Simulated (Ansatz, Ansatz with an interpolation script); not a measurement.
**BaTiO3 (R3m): what limits a Wannier interpolation of GW**

Aim: vary the Wannier model and the GW settings for BaTiO3 (R3m) and see what the interpolated bands lose.

Program: Ansatz 0.2.0. Level of theory: maximally localised Wannier functions, LDA, plane waves, PAW; PAW set soft_1. Results are calculated unless marked as measured.

### 1. Set-up

Symmetry: R3m, No. 160, trigonal system. Conventional cell: a = 5.655 Å, b = 5.655 Å, c = 6.955 Å, α = 90.00°, β = 90.00°, γ = 120.00°. Ba has 12 O at 2.79 to 2.89 Å nearest. Ti has 6 O at 1.87 to 2.14 Å nearest. Nearest to O lie 2 Ti at 1.87 to 2.14 Å and 4 Ba at 2.79 to 2.89 Å. Farther neighbours and most contacts between anions are not listed.

The cell and positions come from the Crystallography Open Database and are kept as given unless a step says otherwise. Spin-orbit coupling is left out unless a step names it.

### 2. Wannier model on 8×8×8

Localised functions give a small Hamiltonian that interpolates between mesh points at no cost.

Input file input.yaml:

```yaml
crystal:
  lattice:
    - [2.8273666084, 1.6323808724, 2.3183934932]
    - [-2.8273666084, 1.6323808724, 2.3183934932]
    - [0.0, -3.2647617449, 2.3183934932]
  atoms:
    - { symbol: Ba, position: [0.0, 0.0, 0.0] }
    - { symbol: Ti, position: [0.4845, 0.4845, 0.4845] }
    - { symbol: O, position: [0.5086, 0.5086, 0.0175] }
    - { symbol: O, position: [0.0175, 0.5086, 0.5086] }
    - { symbol: O, position: [0.5086, 0.0175, 0.5086] }
kpoints:
  mp_grid: { grid: [4, 4, 4] }
hamiltonian:
  xc: lda
  pseudopotentials: { kind: paw, azcp: { folder: soft_1 }, xc_functional: pbe }
scf:
  occupations: { method: fixed }
  n_extra_bands: 34
output:
  wannier:
    kmesh: [8, 8, 8]
    projections: [{ species: O, l: p, shell: 2 }, { species: Ti, l: d, shell: 3 }]
    minimise: true
    write_hr: true
    seedname: w
    conv_tol: 1.0e-06
    max_iter: 20000
    stability_check: false
    disentanglement:
      window: [5.32, 18.7]
      frozen_window: [5.32, 14.37]
      conv_tol: 1.0e-08
```

On the command line:

```console
ansatz run input.yaml --threads 3 --pin off --max-ram 92160MiB --backend cuda --events-out ev --progress --plain --runs-dir out --devices 1 --max-vram 13GiB
```

Numbers of over 12 decimals in the logs are rounded to 6 here.

Output:

```text
scf.n_extra_bands = 34 over 20 filled bands (N_el = 40.0): the run solves 54 bands
GPUs: using 1 of 1 available (devices: 1).
Engine: ansatz 0.2.0, x86_64-unknown-linux-gnu
Pseudopotentials: kind: paw
Pseudopotential: Ba, paw, valence charge 10, recommended cutoff 420 eV (normal), soft_1/Ba.paw.azcp
Pseudopotential: Ti, paw, valence charge 12, recommended cutoff 420 eV (normal), soft_1/Ti.paw.azcp
Pseudopotential: O, paw, valence charge 6, recommended cutoff 420 eV (normal), soft_1/O.paw.azcp
Functional definition: SPW92
  exchange = slater_x
  correlation = pw_c
device memory: the entry about to start is reckoned to put 1.5 GiB on a device that reports 32.2 GiB free (of which the cap on the GPU budget leaves the run 13.0 GiB)
GPU FFT provider: cuFFT
GPU libraries: cuBLAS 13.8.2, cuFFT 12.4.0, cuSOLVER 12.3.4
Crystal: 5 atoms, lattice volume = 64.201 Å³
Basis set: ecut = 420 eV, 1237 PW (Γ)
Bands: 54, of which v1, the nominal top of the filled ones, is band 20 counted from 1 (19 counted from 0)
Symmetry: 6 space group operations
Space group: R3m (ITA 160), of the structure as read, at distance tolerance 4.0e-5 Å
k-points: 13 of 64 (time reversal used)
Non-local potential: Ba, projectors of the file, l = 0: 3, l = 1: 2, l = 2: 2, l = 3: 2
Non-local potential: Ti, projectors of the file, l = 0: 3, l = 1: 2, l = 2: 3, l = 3: 1
Non-local potential: O, projectors of the file, l = 0: 2, l = 1: 2, l = 2: 1
PAW form: soft (Blöchl's): semilocal exchange-correlation on the pseudo side does not see the compensation charge
PAW frozen core: Ba, regenerated for the run's functional, and the local potential with it (the file was generated under x = pbe(κ = 0.804, μ = 0.219515), c = pbe(β = 0.066725))
PAW frozen core: Ti, regenerated for the run's functional, and the local potential with it (the file was generated under x = pbe(κ = 0.804, μ = 0.219515), c = pbe(β = 0.066725))
PAW frozen core: O, regenerated for the run's functional, and the local potential with it (the file was generated under x = pbe(κ = 0.804, μ = 0.219515), c = pbe(β = 0.066725))
PAW one-centre angular grid: Ba, 194 points (default); XC on 64 Gauss nodes
PAW one-centre angular grid: Ti, 590 points (default); XC on 64 Gauss nodes
PAW one-centre angular grid: O, 110 points (default); XC on 64 Gauss nodes
Initial density: superposition of atomic densities (chi_scale 0.1, normalization cell, long waves kept (reshape's long-wave potential 0.00 eV rms))
Initial wavefunctions: pseudopotential atomic-orbital guess
GPU buffer pool allocated for 19683 grid points (all kernels)
GPU transforms: local potential and band sums: pruned to the plane-wave sphere, on 27×27×27
Functional: x = slater, c = lda
[...]
SCF iter   4: F=—  HF=-9904.591722 eV  |F-HF|=—  |Δ(HF+E_count)|=   8.31e-3  Δρ=8.80e-3  dr2=5.44e-2  ethr=2.68e-4  ⟨swp⟩=2.2  Hψ=526  notcnv=0  defer=404
SCF iter   5: F=—  HF=-9904.584920 eV  |F-HF|=—  |Δ(HF+E_count)|=   6.80e-3  Δρ=3.67e-3  dr2=9.12e-3  ethr=1.36e-4  ⟨swp⟩=2.0  Hψ=507  notcnv=0  defer=407
SCF iter   6: F=—  HF=-9904.583874 eV  |F-HF|=—  |Δ(HF+E_count)|=   1.05e-3  Δρ=6.90e-4  dr2=3.06e-4  ethr=2.28e-5  ⟨swp⟩=2.2  Hψ=428  notcnv=0  defer=413
SCF iter   7: F=—  HF=-9904.583650 eV  |F-HF|=—  |Δ(HF+E_count)|=   2.24e-4  Δρ=8.83e-5  dr2=5.16e-6  ethr=7.66e-7  ⟨swp⟩=2.2  Hψ=487  notcnv=0  defer=402
SCF iter   8: F=—  HF=-9904.583849 eV  |F-HF|=—  |Δ(HF+E_count)|=   2.00e-4  Δρ=1.30e-5  dr2=1.16e-7  ethr=1.29e-8  ⟨swp⟩=1.9  Hψ=739  notcnv=0  defer=372
SCF iter   9: F=-9904.583849 eV  HF=-9904.583849 eV  |F-HF|=1.68e-9  |Δ(HF+E_count)|=   1.16e-8  Δρ=2.24e-6  dr2=2.41e-9  ethr=2.50e-10  ⟨swp⟩=11.1  Hψ=4859  notcnv=0
SCF 1 converged in 9 iterations: F = -9904.583849 eV  dr2 = 2.41e-9
[...]
device memory: the entry about to start is reckoned to put 1.7 GiB on a device that reports 32.1 GiB free (of which the cap on the GPU budget leaves the run 13.0 GiB)
NSCF: frozen V_eff on 13 k-points
[...]
device memory: the entry about to start is reckoned to put 3.2 GiB on a device that reports 32.1 GiB free (of which the cap on the GPU budget leaves the run 13.0 GiB)
NSCF: frozen V_eff on 67 k-points, pencils in batches of 32, up to order 216
the Wannier pass solved 67 of the 512 points of its mesh, and has the states at the others by symmetry: states obtained by the crystal's operations at points that were solved too leave a residual of 2.03e-13 eV (read by the count's bands and the next), within 5.56e-6 eV
SCF converged after 9 iterations
Free energy (F): -9904.583849 eV
Harris-Foulkes:  -9904.583849 eV  (|F-HF|=1.68e-9)
Internal energy: -9904.583849 eV  (E = F + TS)
E sigma→0 (E₀):  -9904.583849 eV
Fermi energy:    9.818004 eV
--- Per-component energies (eV) ---
  E_band       = -151.078579
  E_kinetic    = 942.909302
  E_local      = -2203.237680  (includes V_loc(G=0)·N_el)
  E_nonlocal   = 320.909487
  E_hartree    = 842.707846
  E_xc         = -526.072960
  E_vxc        = -549.301255  (∫ρ·V_xc dr)
  E_paw        = -6473.487637  (= ΣΔE_a)
  E_vpaw       = -347.775942  (= ΣTr[D̂ρ^β])
  E_aug_tail   = 0.002241  (compensation charges beyond the density's cutoff)
  E_ewald      = -2809.213684
  E_core_change = 0.899235  (= ΣΔE_core)
  E_smearing   = -0.000000  (= −TS)
  E_closure    = -0.000000  (closes the sum)
  Σ components = -9904.583849   (vs F -9904.583849, Δ=0.00e0)
--- Band table (eV; the first three rows and the last of 13) ---
  k-point 0: bands = [... 16 lower, 8.7190, 9.3229, 9.4671, 9.4671, 12.1723, 12.1723, 12.3275, 14.3943, ... 30 higher]
  k-point 1: bands = [... 16 lower, 8.3858, 8.6098, 9.1870, 9.2337, 12.2620, 12.8858, 12.9677, 14.3854, ... 30 higher]
  k-point 2: bands = [... 16 lower, 8.1369, 8.1936, 8.8899, 9.0296, 12.3295, 13.6159, 13.7112, 14.3553, ... 30 higher]
  k-point 12: bands = [... 16 lower, 7.5310, 9.8031, 9.8031, 9.8180, 14.1730, 14.3217, 14.3217, 16.4735, ... 30 higher]
Wannier search: line search 1 of at most 20000: gauge-dependent spread (as the search counts it) 0.4847851 Å², largest recent change 5.5e-2 Å² against conv_tol 1.0e-6 Å², 0 stops escaped
```

Elapsed: 16 s, on 1 × NVIDIA H100 80GB HBM3 (shared by 6 runs) with 3 threads of AMD EPYC 7R13 (Zen 3), shared host; peak memory 1.3 GiB; 22 s of CPU time.

Numbers from this step:

| Item | Value |
| --- | --- |
| gauge-invariant spread | 15.06 Å² |
| diagonal spread | 0.001759 Å² |
| off-diagonal spread | 0.3604 Å² |
| total spread | 15.42 Å² |
| least projectability | 0.6632 |
| localisation steps | 49 |
| disentanglement steps | 119 |
| r.m.s. interpolation error | 1.13e-4 eV |
| r.m.s. error near the gap | 1.01e-4 eV |

Near the gap the model misses directly solved bands by 0.1 meV r.m.s. and by 1 meV at most in the window tested. This tests the starting bands, not the corrections carried with them.

### 3. Wannier model on 4×4×4

Changes to input.yaml since step 2:

```diff
@@ -21,3 +21,3 @@
   wannier:
-    kmesh: [8, 8, 8]
+    kmesh: [4, 4, 4]
     projections: [{ species: O, l: p, shell: 2 }, { species: Ti, l: d, shell: 3 }]
```

Output:

```text
[...]
GPUs: using 1 of 1 available (devices: 1).
[...]
GPU FFT provider: cuFFT
GPU libraries: cuBLAS 13.8.2, cuFFT 12.4.0, cuSOLVER 12.3.4
Crystal: 5 atoms, lattice volume = 64.201 Å³
Basis set: ecut = 420 eV, 1237 PW (Γ)
Bands: 54, of which v1, the nominal top of the filled ones, is band 20 counted from 1 (19 counted from 0)
Symmetry: 6 space group operations
[...]
k-points: 13 of 64 (time reversal used)
[...]
GPU buffer pool allocated for 19683 grid points (all kernels)
[...]
SCF iter   1: F=—  HF=-9905.098399 eV  |F-HF|=—  |Δ(HF+E_count)|=         —  Δρ=5.59e-2  dr2=1.95e0  ethr=3.10e-3  ⟨swp⟩=4.8  Hψ=2548  notcnv=0  defer=399
[...]
SCF iter   9: F=-9904.583849 eV  HF=-9904.583849 eV  |F-HF|=1.68e-9  |Δ(HF+E_count)|=   1.16e-8  Δρ=2.24e-6  dr2=2.41e-9  ethr=2.50e-10  ⟨swp⟩=11.1  Hψ=4859  notcnv=0
SCF 1 converged in 9 iterations: F = -9904.583849 eV  dr2 = 2.41e-9
[...]
NSCF: frozen V_eff on 13 k-points
[...]
SCF converged after 9 iterations
Free energy (F): -9904.583849 eV
[...]
Internal energy: -9904.583849 eV  (E = F + TS)
E sigma→0 (E₀):  -9904.583849 eV
Fermi energy:    9.818004 eV
[...]
--- Band table (eV; the first three rows and the last of 13) ---
  k-point 0: bands = [... 16 lower, 8.7190, 9.3229, 9.4671, 9.4671, 12.1723, 12.1723, 12.3275, 14.3943, ... 30 higher]
  k-point 1: bands = [... 16 lower, 8.3858, 8.6098, 9.1870, 9.2337, 12.2620, 12.8858, 12.9677, 14.3854, ... 30 higher]
  k-point 2: bands = [... 16 lower, 8.1369, 8.1936, 8.8899, 9.0296, 12.3295, 13.6159, 13.7112, 14.3553, ... 30 higher]
  k-point 12: bands = [... 16 lower, 7.5310, 9.8031, 9.8031, 9.8180, 14.1730, 14.3217, 14.3217, 16.4735, ... 30 higher]
[...]
WARN: <dir> 66 periodic images of 62 elements of H(R) lie 4.88e-4 to 1.95e-3 Å beyond their element's nearest image, near the 9.77e-4 Å window within which an element is shared among its images; whether they share it moves the interpolated H(k) by 1.4e-3 eV (Frobenius norm, root mean square over the Brillouin zone); at the model's own mesh points H(k) does not change
```

Elapsed: 15 s, on 1 × NVIDIA H100 80GB HBM3 (shared by 6 runs) with 3 threads; peak memory 0.98 GiB.

This step gave:

| Property | Result |
| --- | --- |
| gauge-invariant spread | 14.12 Å² |
| diagonal spread | 0.001147 Å² |
| off-diagonal spread | 0.3451 Å² |
| total spread | 14.47 Å² |
| least projectability | 0.6621 |
| localisation steps | 1850 |
| disentanglement steps | 40 |
| r.m.s. interpolation error | 0.003026 eV |
| r.m.s. error near the gap | 0.003280 eV |

Near the gap the model misses directly solved bands by 3.3 meV r.m.s. and by 19 meV at most in the window tested. This tests the starting bands, not the corrections carried with them.

Frozen up to 4.55 eV; above it the model need not follow the bands. The electronic bands at the labelled points (eV, zero at the valence-band top; v1 is the highest filled band, c1 the lowest empty one):

```
     point     v4     v3     v2     v1    c1    c2    c3    c4
         Γ  -1.10  -0.50  -0.35  -0.35  2.35  2.35  2.51  4.58
   halfway  -2.32  -0.72  -0.72  -0.58  3.52  3.53  3.53  6.32
         T  -2.29  -0.01  -0.01   0.00  4.36  4.50  4.50  7.84
   halfway  -2.29  -0.01  -0.01   0.00  4.35  4.50  4.50  7.84
        H2  -2.29  -0.02  -0.01   0.00  4.35  4.50  4.50  7.84
jump to H0  -2.29  -0.02  -0.01   0.00  4.35  4.50  4.50  7.84
   halfway  -2.10  -0.82  -0.57  -0.51  3.52  3.97  4.09  6.29
         L  -1.68  -1.62  -0.93  -0.79  2.51  3.80  3.89  4.54
   halfway  -1.43  -1.21  -0.63  -0.58  2.44  3.07  3.15  4.57
         Γ  -1.10  -0.50  -0.35  -0.35  2.35  2.35  2.51  4.58
   halfway  -1.60  -1.07  -0.86  -0.45  2.98  3.21  3.41  5.05
        S0  -1.60  -0.85  -0.81  -0.05  3.88  3.88  4.22  5.20
jump to S2  -1.60  -0.85  -0.81  -0.05  3.88  3.88  4.22  5.20
   halfway  -1.60  -0.85  -0.81  -0.05  3.88  3.88  4.22  5.20
         F  -1.60  -0.85  -0.81  -0.05  3.88  3.88  4.22  5.20
   halfway  -1.63  -0.99  -0.89  -0.47  3.06  3.20  3.41  5.06
         Γ  -1.10  -0.50  -0.35  -0.35  2.35  2.35  2.51  4.58
```

The same for Kohn-Sham, solved directly:

```
point     v4     v3     v2     v1    c1    c2    c3    c4
    Γ  -1.10  -0.50  -0.35  -0.35  2.35  2.35  2.51  4.58
    T  -2.29  -0.01  -0.01   0.00  4.35  4.50  4.50  6.66
   H2  -2.29  -0.02  -0.01   0.00  4.35  4.50  4.50  6.66
   H0  -2.29  -0.02  -0.01   0.00  4.35  4.50  4.50  6.66
    L  -1.68  -1.62  -0.93  -0.79  2.51  3.80  3.89  4.54
    Γ  -1.10  -0.50  -0.35  -0.35  2.35  2.35  2.51  4.58
   S0  -1.60  -0.85  -0.81  -0.05  3.88  3.88  4.22  5.13
   S2  -1.60  -0.85  -0.81  -0.05  3.88  3.88  4.22  5.13
    F  -1.60  -0.85  -0.81  -0.05  3.88  3.88  4.22  5.13
    Γ  -1.10  -0.50  -0.35  -0.35  2.35  2.35  2.51  4.58
```

### 4. A faulty Wannier input

Changes to input.yaml since step 3:

```diff
@@ -29,5 +29,2 @@
     stability_check: false
-    disentanglement:
-      window: [5.32, 18.7]
-      frozen_window: [5.32, 14.37]
-      conv_tol: 1.0e-08
+    disentanglement: { window: [5.32, 18.7] }
```

Output:

```text
[...]
GPUs: using 1 of 1 available (devices: 1).
[...]
GPU FFT provider: cuFFT
GPU libraries: cuBLAS 13.8.2, cuFFT 12.4.0, cuSOLVER 12.3.4
Crystal: 5 atoms, lattice volume = 64.201 Å³
Basis set: ecut = 420 eV, 1237 PW (Γ)
Bands: 54, of which v1, the nominal top of the filled ones, is band 20 counted from 1 (19 counted from 0)
Symmetry: 6 space group operations
[...]
k-points: 13 of 64 (time reversal used)
[...]
GPU buffer pool allocated for 19683 grid points (all kernels)
[...]
SCF iter   1: F=—  HF=-9905.098399 eV  |F-HF|=—  |Δ(HF+E_count)|=         —  Δρ=5.59e-2  dr2=1.95e0  ethr=3.10e-3  ⟨swp⟩=4.8  Hψ=2548  notcnv=0  defer=399
[...]
SCF iter   9: F=-9904.583849 eV  HF=-9904.583849 eV  |F-HF|=1.68e-9  |Δ(HF+E_count)|=   1.16e-8  Δρ=2.24e-6  dr2=2.41e-9  ethr=2.50e-10  ⟨swp⟩=11.1  Hψ=4859  notcnv=0
SCF 1 converged in 9 iterations: F = -9904.583849 eV  dr2 = 2.41e-9
[...]
SCF converged after 9 iterations
Free energy (F): -9904.583849 eV
[...]
Internal energy: -9904.583849 eV  (E = F + TS)
E sigma→0 (E₀):  -9904.583849 eV
Fermi energy:    9.818004 eV
[...]
--- Band table (eV; the first three rows and the last of 13) ---
  k-point 0: bands = [... 16 lower, 8.7190, 9.3229, 9.4671, 9.4671, 12.1723, 12.1723, 12.3275, 14.3943, ... 30 higher]
  k-point 1: bands = [... 16 lower, 8.3858, 8.6098, 9.1870, 9.2337, 12.2620, 12.8858, 12.9677, 14.3854, ... 30 higher]
  k-point 2: bands = [... 16 lower, 8.1369, 8.1936, 8.8899, 9.0296, 12.3295, 13.6159, 13.7112, 14.3553, ... 30 higher]
  k-point 12: bands = [... 16 lower, 7.5310, 9.8031, 9.8031, 9.8180, 14.1730, 14.3217, 14.3217, 16.4735, ... 30 higher]
[...]
```

Wall time 12 s (1 × NVIDIA H100 80GB HBM3 (shared by 6 runs) with 3 threads); peak memory 0.98 GiB; 15 s of CPU time.

This step gave:

```
gauge-invariant spread     : 13.00 Å²
diagonal spread            : 9.45e-4 Å²
off-diagonal spread        : 0.2599 Å²
total spread               : 13.26 Å²
least projectability       : 0.6630
localisation steps         : 2163
disentanglement steps      : 60
r.m.s. interpolation error : 0.08349 eV
r.m.s. error near the gap  : 0.07975 eV
```

No frozen window. The electronic bands at the labelled points (eV, zero at the valence-band top; v1 is the highest filled band, c1 the lowest empty one):

```
     point     v4     v3     v2     v1    c1    c2    c3    c4
         Γ  -1.10  -0.49  -0.35  -0.35  2.40  2.40  2.56  4.58
   halfway  -2.25  -0.72  -0.72  -0.58  3.53  3.65  3.65  6.32
         T  -2.28  -0.01  -0.01   0.00  4.36  4.51  4.51  7.86
   halfway  -2.28  -0.01  -0.01   0.00  4.36  4.51  4.51  7.86
        H2  -2.28  -0.01  -0.01   0.00  4.36  4.51  4.51  7.86
jump to H0  -2.28  -0.01  -0.01   0.00  4.36  4.51  4.51  7.86
   halfway  -2.05  -0.76  -0.53  -0.43  3.53  4.03  4.14  6.29
         L  -1.56  -1.00  -0.93  -0.77  2.51  3.80  3.92  4.54
   halfway  -1.13  -1.09  -0.63  -0.58  2.47  3.07  3.17  4.57
         Γ  -1.10  -0.49  -0.35  -0.35  2.40  2.40  2.56  4.58
   halfway  -1.54  -0.96  -0.85  -0.44  2.98  3.23  3.56  5.05
        S0  -1.60  -0.85  -0.81  -0.05  3.88  3.89  4.34  5.21
jump to S2  -1.60  -0.85  -0.81  -0.05  3.88  3.89  4.34  5.21
   halfway  -1.60  -0.85  -0.81  -0.05  3.88  3.89  4.34  5.21
         F  -1.60  -0.85  -0.81  -0.05  3.88  3.89  4.34  5.21
   halfway  -1.54  -0.89  -0.88  -0.46  3.06  3.20  3.59  5.06
         Γ  -1.10  -0.49  -0.35  -0.35  2.40  2.40  2.56  4.58
```

The same for Kohn-Sham, solved directly:

(Unchanged from step 3.)

The fault put into this input: nothing frozen.

### 5. G0W0: 4×4×4 mesh, 267 empty bands, screening to 150 eV, PAW set soft_1 files

Now the one-shot GW correction: screening in the RPA, then the self-energy of the levels asked for.

This step: G0W0 on LDA, plane waves, PAW; PAW set soft_1.

input.yaml, the sections that differ from step 4:

```yaml
scf:
  occupations: { method: fixed }
gw:
  n_empty_bands: 267
  ecut_chi: 150.0
  qp_bands: [v9, c5]
  screening: { model: contour_deformation }
# crystal, kpoints, hamiltonian: as in step 4
# output: removed
```

Output:

```text
GPUs: using 1 of 1 available (devices: 1).
[...]
GPU FFT provider: cuFFT
GPU libraries: cuBLAS 13.8.2, cuFFT 12.4.0, cuSOLVER 12.3.4
Crystal: 5 atoms, lattice volume = 64.201 Å³
Basis set: ecut = 420 eV, 1237 PW (Γ)
Bands: 25, of which v1, the nominal top of the filled ones, is band 20 counted from 1 (19 counted from 0)
Symmetry: 6 space group operations
[...]
k-points: 13 of 64 (time reversal used)
[...]
6    13      5.7975   -22.7250     5.1902   -17.3592  0.5855     5.6209     5.6218  root ?
[...]
12    22     14.3218   -14.7070    -7.7331   -23.9194  0.6832    15.8807    15.8011  root
    12    23     14.3218   -14.7070    -7.7331   -23.9194  0.6832    15.8807    15.8011  root
    12    24     16.4735    -9.3793    -4.9433   -15.3567  0.7930    17.5234    17.5075  root
    12    25     16.4735    -9.3793    -4.9433   -15.3567  0.7930    17.5234    17.5075  root
[key lines of the parts left out:]
SCF converged after 8 iterations
Free energy (F): -9904.583849 eV
Fermi energy:    9.818031 eV
```

Wall time 21 s (1 × NVIDIA H100 80GB HBM3 (shared by 6 runs) with 3 threads); peak memory 1.2 GiB.

The G0W0 gap on the mesh is 4.097 eV.

### 6. G0W0: 2×2×2 mesh, 267 empty bands, screening to 150 eV, PAW set soft_1 files

Changes to input.yaml since step 5:

```diff
@@ -12,3 +12,3 @@
 kpoints:
-  mp_grid: { grid: [4, 4, 4] }
+  mp_grid: { grid: [2, 2, 2] }
 hamiltonian:
```

Output:

```text
GPUs: using 1 of 1 available (devices: 1).
[...]
concurrent solve slots: 2 of 3 are kept, ahead of what memory takes: no pass of the eigensolver takes more rounds on 2
[...]
GPU FFT provider: cuFFT
GPU libraries: cuBLAS 13.8.2, cuFFT 12.4.0, cuSOLVER 12.3.4
Crystal: 5 atoms, lattice volume = 64.201 Å³
Basis set: ecut = 420 eV, 1237 PW (Γ)
[...]
2    25     17.6656   -16.6023    -7.9785   -25.8588  0.6349    19.0485    18.9437  root ?
[...]
3    22     14.2674   -14.8036    -7.7068   -23.9338  0.6779    15.7717    15.6908  root
     3    23     14.2674   -14.8036    -7.7068   -23.9338  0.6779    15.7717    15.6908  root
     3    24     16.4781    -9.2773    -5.2085   -15.4188  0.7816    17.4271    17.4109  root
     3    25     16.4781    -9.2773    -5.2085   -15.4188  0.7816    17.4271    17.4109  root
[key lines of the parts left out:]
SCF converged after 8 iterations
Free energy (F): -9904.133347 eV
Fermi energy:    9.872143 eV
```

It took 6.1 s on 1 × NVIDIA H100 80GB HBM3 (shared by 6 runs) with 3 threads; peak memory 1.1 GiB; 7.1 s of CPU time.

The G0W0 gap on the mesh is 3.884 eV.

(Continued in part 2 of 2.)

[Paths, hosts, dates, memory and timing lines, banners, echoed tables and standing remarks are left out of the program output.]

[Logs are printed without paths, hosts, clocks, repeated set-up lines and the standing remarks that a program may print on its own settings, such as how far it seeks lower states.]

[Runs of the session that timed out or met a known fault of the program may be left out.]

[Hosts, paths, dates, database ids (printed as entryN), source tags and the programs' standing remarks are cut or masked in the printed files.]
